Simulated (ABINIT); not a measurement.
# Quasiparticle gap of BaH2 (P6_3/mmc) in ABINIT, part 3 of 3

Wanted: ground state, empty states, screening and self-energy for BaH2 (P6_3/mmc).

ABINIT 10.8.3; PBEsol and many-body steps on it, plane waves. Known limits of the many-body steps: not at the basis limit; no spin-orbit coupling; coarse k mesh.

So far. Step 3 (Bands along the symmetry lines): The gap is 1.473 eV, as in the run before at this level. Step 4 (Empty states on the mesh, 3×3×2 mesh, 234 bands): On this mesh the gap is 1.473 eV.

## Step 5: Screening, 3×3×2 mesh, 214 bands, screening to 149.7 eV

The RPA dielectric matrix is built and inverted for each q.

This step: RPA screening on PBEsol, plane waves, norm-conserving pseudopotentials.

Contents of run.abi:

```
acell 3*1.0 Angstrom
rprim 
  4.462025052349 0.000000000014 0.000000000000
  -2.231012526186 3.864227047650 0.000000000000
  0.000000000000 0.000000000000 6.055292590000
ntypat 2
znucl 56 1
natom 6
typat 1 1 2 2 2 2
xred 
  0.666666666667 0.333333333333 0.750000000000
  0.333333333333 0.666666666667 0.250000000000
  0.333333333333 0.666666666667 0.750000000000
  0.666666666667 0.333333333333 0.250000000000
  0.000000000000 0.000000000000 0.500000000000
  0.000000000000 0.000000000000 0.000000000000
pp_dirpath "pseudos"
pseudos "Ba.upf, H.upf"
ecut 32
ngkpt 3 3 2
nshiftk 1
shiftk 0 0 0
kptopt 1
chksymbreak 0
istwfk *1
occopt 1
irdwfk 1
optdriver 3
nband 214
ecuteps 5.5
inclvkb 2
awtr 1
symchi 1
indata_prefix "in"
outdata_prefix "out"
tmpdata_prefix "tmp"
```

Run with:

```sh
> OMP_NUM_THREADS=1 mpirun -n 4 abinit run.abi > log
```

Numbers of over 12 decimals in the logs are rounded to 6 here.

Output:

```text
.Version 10.8.3 of ABINIT. v10.8.2 released Aug 2026.

 Symmetries : space group P6_3/m m c (#194); Bravais hP (primitive hexag.)
[... echo of the input left out ...]
== DATASET  1 ==================================================================
-   mpi_nproc: 4, omp_nthreads: 1 (-1 if OMP is not activated)

--- !DatasetInfo
iteration_state: {dtset: 1, }
dimensions: {natom: 6, nkpt: 6, mband: 214, nsppol: 1, nspinor: 1, nspden: 1, mpw: 6126, }
cutoff_energies: {ecut:  32.0, pawecutdg:  -1.0, }
electrons: {nelect:   2.40000000E+01, charge:   0.00000000E+00, occopt:   1.00000000E+00, tsmear:   1.00000000E-02, }

 SCREENING: Calculation of the susceptibility and dielectric matrices

 Based on a program developped by R.W. Godby, V. Olevano, G. Onida, and L. Reining.
 Incorporated in ABINIT by V. Olevano, G.-M. Rignanese, and M. Torrent.
.Using double precision arithmetic ; gwpc =  8

[... cell and pseudopotentials left out ...]
--------------------------------------------------------------------------------

 ==== K-mesh for the wavefunctions ====
 Number of points in the irreducible wedge :     6
[... list of points left out ...]
 Together with 24 symmetry operations and time-reversal symmetry
 yields    18 points in the full Brillouin Zone.

 ==== Q-mesh for the screening function ====
 Number of points in the irreducible wedge :     6
[... list of points left out ...]
 Together with 24 symmetry operations and time-reversal symmetry
 yields    18 points in the full Brillouin Zone.

 setmesh: FFT mesh size selected  =    36x   36x   48
          total number of points  =        62208

 vcoul_init : cutoff-mode = AUXILIARY_FUNCTION
 q-points for optical limit:   1
     1)      0.000010    0.000020    0.000030

- screening: taking advantage of time-reversal symmetry
- Maximum band index for partially occupied states nbvw = 12
- Remaining bands to be divided among processors   nbcw = 202
- Number of bands treated by each node ~50

 Number of electrons calculated from density =   24.0000; Expected =   24.0000
 average of density, n =  0.034063
 r_s =    1.9137
 omega_plasma =   17.8032 [eV]

 calculating chi0 at frequencies [eV] :
  1    0.000000E+00    0.000000E+00
  2    0.000000E+00    1.780320E+01

--------------------------------------------------------------------------------
  q-point number  1        q = ( 0.000000, 0.000000, 0.000000) [r.l.u.]
--------------------------------------------------------------------------------
[... chi0 elements left out ...]
 For q-point:  0.000010 0.000020 0.000030
  dielectric constant =   5.8417
  dielectric constant without local fields =   6.5044

  Average fulfillment of the sum rule on Im[epsilon] for q-point    1 :     95.73  [%]
[... wings left out ...]
  q-point number  2        q = ( 0.333333, 0.000000, 0.000000) [r.l.u.]
--------------------------------------------------------------------------------
[... chi0 elements left out ...]
  Average fulfillment of the sum rule on Im[epsilon] for q-point    2 :     99.36  [%]

 [... 4 further q-points ...]
```

It took 60 s on 4 MPI ranks of Arm Neoverse V1, shared host; peak memory 2.1 GiB; 4 min of CPU time.

Numbers from this step:

| Quantity | Value |
| --- | --- |
| ε∞ with local fields, on this mesh, along the program's q direction | 5.842 |
| the same without local fields | 6.504 |
| plasma frequency | 17.80 eV |
| plane waves in the screening matrix | 451 |

Local fields lower ε∞ by 10 %. On a Γ-centred mesh this coarse the value itself is usually too large, while a short band sum pulls it down.

## Step 6: Self-energy, 3×3×2 mesh, 214 bands, screening to 149.7 eV

The self-energy is evaluated for the states that the input lists, and the levels follow from it, in one-shot runs by the linearised quasiparticle equation.

This step: G0W0 on PBEsol, plane waves, norm-conserving pseudopotentials.

run.abi: that of step 5 with these lines changed.

```diff
@@ -27,8 +27,17 @@
 irdwfk 1
-optdriver 3
+optdriver 4
 nband 214
+gwcalctyp 0
+ecutsigx 32
+symsigma 1
+nkptgw 2
+kptgw 
+  0.0000000000 0.0000000000 0.0000000000
+  0.3333333333 0.3333333333 0.5000000000
+bdgw 
+  11 14
+  11 14
 ecuteps 5.5
-inclvkb 2
-awtr 1
-symchi 1
+irdscr 1
+ppmodel 1
 indata_prefix "in"
```

Output:

```text
.Version 10.8.3 of ABINIT. v10.8.2 released Aug 2026.

 Symmetries : space group P6_3/m m c (#194); Bravais hP (primitive hexag.)
[... echo of the input left out ...]
== DATASET  1 ==================================================================
-   mpi_nproc: 4, omp_nthreads: 1 (-1 if OMP is not activated)

--- !DatasetInfo
iteration_state: {dtset: 1, }
dimensions: {natom: 6, nkpt: 6, mband: 214, nsppol: 1, nspinor: 1, nspden: 1, mpw: 6126, }
cutoff_energies: {ecut:  32.0, pawecutdg:  -1.0, }
electrons: {nelect:   2.40000000E+01, charge:   0.00000000E+00, occopt:   1.00000000E+00, tsmear:   1.00000000E-02, }

 SIGMA: Calculation of the GW corrections

 Based on a program developped by R.W. Godby, V. Olevano, G. Onida, and L. Reining.
 Incorporated in ABINIT by V. Olevano, G.-M. Rignanese, and M. Torrent.
.Using double precision arithmetic ; gwpc =  8

[... cell and pseudopotentials left out ...]
--------------------------------------------------------------------------------

 ==== K-mesh for the wavefunctions ====
 Number of points in the irreducible wedge :     6
[... list of points left out ...]
 Together with 24 symmetry operations and time-reversal symmetry
 yields    18 points in the full Brillouin Zone.

 ==== Q-mesh for screening function ====
 Number of points in the irreducible wedge :     6
[... list of points left out ...]
 Together with 24 symmetry operations and time-reversal symmetry
 yields    18 points in the full Brillouin Zone.

 vcoul_init : cutoff-mode = AUXILIARY_FUNCTION
 q-points for optical limit:   1
     1)      0.000010    0.000020    0.000030
 setmesh: FFT mesh size selected  =    40x   40x   60
          total number of points  =        96000

 Number of electrons calculated from density =   24.0000; Expected =   24.0000
 average of density, n =  0.034063
 r_s =    1.9137
 omega_plasma =   17.8032 [eV]

 === KS Band Gaps ===
  >>>> For spin  1
   Minimum direct gap =   2.7256 [eV], located at k-point      :   0.0000  0.0000  0.0000
   Fundamental gap    =   1.4734 [eV], Top of valence bands at :   0.0000  0.0000  0.0000
                                       Bottom of conduction at :   0.3333  0.3333  0.5000
 SIGMA fundamental parameters:
 PLASMON POLE MODEL  1
 number of plane-waves for SigmaX                 6089
 number of plane-waves for SigmaC and W            451
 number of plane-waves for wavefunctions          6089
 number of bands                                   214
 number of independent spin polarizations            1
 number of spinorial components                      1
 number of k-points in IBZ                           6
 number of q-points in IBZ                           6
 number of symmetry operations                      24
 number of k-points in BZ                           18
 number of q-points in BZ                           18
 number of frequencies for dSigma/dE                 9
 frequency step for dSigma/dE [eV]                0.25
 number of omega for Sigma on real axis              0
 max omega for Sigma on real axis  [eV]           0.00
 zcut for avoiding poles [eV]                     0.10

 EPSILON^-1 parameters (SCR file):
 dimension of the eps^-1 matrix on file            451
 dimension of the eps^-1 matrix used               451
 number of plane-waves for wavefunctions          6089
 number of bands                                   214
 number of q-points in IBZ                           6
 number of frequencies                               2
 number of real frequencies                          1
 number of imag frequencies                          1

 matrix elements of self-energy operator (all in [eV])

 Perturbative Calculation

--- !SelfEnergy_ee
iteration_state: {dtset: 1, }
kpoint     : [   0.000,    0.000,    0.000, ]
spin       : 1
KS_gap     :    2.726
QP_gap     :    4.337
Delta_QP_KS:    1.611
data: !SigmaeeData |
     Band     E0 <VxcDFT>   SigX SigC(E0)      Z dSigC/dE  Sig(E)    E-E0       E
       11   3.623 -10.601 -13.543   1.665   0.771  -0.296 -11.586  -0.985   2.638
       12   4.131 -10.778 -13.538   1.485   0.774  -0.292 -11.765  -0.987   3.144
       13   6.857  -9.229  -4.726  -3.735   0.813  -0.231  -8.605   0.624   7.481
       14   6.857  -9.229  -4.726  -3.735   0.813  -0.231  -8.605   0.624   7.481

--- !SelfEnergy_ee
iteration_state: {dtset: 1, }
kpoint     : [   0.333,    0.333,    0.500, ]
spin       : 1
KS_gap     :    3.017
QP_gap     :    4.653
Delta_QP_KS:    1.636
data: !SigmaeeData |
     Band     E0 <VxcDFT>   SigX SigC(E0)      Z dSigC/dE  Sig(E)    E-E0       E
       11   2.587 -11.072 -14.405   1.961   0.774  -0.292 -12.134  -1.062   1.525
       12   2.587 -11.072 -14.405   1.961   0.774  -0.292 -12.134  -1.062   1.525
       13   5.605  -8.695  -4.279  -3.710   0.813  -0.229  -8.121   0.574   6.178
       14   5.605  -8.695  -4.279  -3.710   0.813  -0.229  -8.121   0.574   6.178

== END DATASET(S) ==============================================================
================================================================================

 -outvars: echo values of variables after computation  --------
           etotal      0.0000000000E+00
            nband         214
             nkpt           6
          spgroup         194
 [... the other variables as echoed above ...]

 Calculation completed.
```

Wall time 33 s (4 MPI ranks); peak memory 2 GiB.

This step gave:

```yaml
g0w0_gap_on_the_points_computed: 3.034 eV
starting_gap_on_the_mesh: 1.473 eV
k_of_the_valence_top: 0, 0, 0
k_of_the_conduction_bottom: 0.3333, 0.3333, 0.5
z_at_the_valence_top: 0.774
z_at_the_conduction_bottom: 0.813
least_direct_g0w0_gap_on_the_computed_points: 4.337 eV
```

The gap on the mesh goes from 1.47 eV to 3.03 eV, a correction of +1.56 eV.

Limits: finite bands, cutoff and mesh; no spin-orbit coupling; coarse k mesh. v1 is the top filled band, c1 the lowest empty one. The levels before and after the correction (eV, zero at the valence-band top of each column):

```tsv
	conduction bottom	valence top
Kohn-Sham	1.47	0.00
G0W0	3.03	0.00
```

```tsv
	level	energy (eV)
Kohn-Sham	Γ v2	-0.508
Kohn-Sham	Γ v1	0.000
Kohn-Sham	Γ c1-c2	2.725
Kohn-Sham	(0.333 0.333 0.5) v2-v1	-1.544
Kohn-Sham	(0.333 0.333 0.5) c1-c2	1.473
G0W0	Γ v2	-0.506
G0W0	Γ v1	0.000
G0W0	Γ c1-c2	4.337
G0W0	(0.333 0.333 0.5) v2-v1	-1.619
G0W0	(0.333 0.333 0.5) c1-c2	3.034
```

## Step 7: Where the time went

Times are wall times on 4 MPI ranks of Arm Neoverse V1, shared host, good to a factor of about two.

```tsv
step	time	share	memory (GiB)
ground state	25 s	9 %	0.37
bands along the symmetry lines	36 s	13 %	0.41
empty states on the mesh	2 min	44 %	0.46
screening	60 s	22 %	2.1
self-energy	33 s	12 %	2.0
```

## Step 8: Results

```yaml
pbesol_gap: 1.47 eV, indirect
g0w0_gap_on_the_mesh: 3.03 eV
gw_settings: 3×3×2 mesh, 214 bands, screening to 149.7 eV, Godby-Needs plasmon pole
known_limits: not at the basis limit; no spin-orbit coupling; coarse k mesh
```

What this shows: G0W0 moves the gap on the mesh from 1.47 eV to 3.03 eV (+1.56 eV), with Z of 0.77 and 0.81 at the edges. Local fields lower the RPA ε∞ on this mesh from 6.50 to 5.84; a Γ-centred mesh this coarse tends to raise both, most where the direct gap is narrow, while a short band sum lowers them. Only 2 of the mesh's irreducible points were corrected, so a valley elsewhere could overtake. The dearest step here is «empty states on the mesh». Bands and cutoff are finite, so the gap is not at the basis limit. The miss can reach some tenths of an eV and take either sign; the mesh is an error of its own. In the G0W0 run levels were corrected at 2 k points alone, so a gap called «on the mesh» is the least over those, and an edge elsewhere would be missed. The 3×3×2 mesh is coarse for this cell, which bears on the long-range parts of exchange and screening. The many-body steps are scalar-relativistic: spin-orbit coupling is not in them.

[Paths, hosts, dates, memory and timing lines, banners, echoed tables and standing remarks are left out of the program output.]

[Logs are printed without paths, hosts, clocks, repeated set-up lines and the standing remarks that a program may print on its own settings, such as how far it seeks lower states.]

[Runs of the session that timed out or met a known fault of the program may be left out.]

[Hosts, paths, dates, database ids (printed as entryN), source tags and the programs' standing remarks are cut or masked in the printed files.]

[G0W0 gaps are taken among the corrected bands and points alone; a level outside them can change the order at an edge.]

[Where Ansatz stands beside ABINIT at settings called matched, ABINIT's density can come from a denser mesh and the files from another edition; pairs whose starting gaps differed by over 0.03 eV were left out, so agreement reads better than it is.]
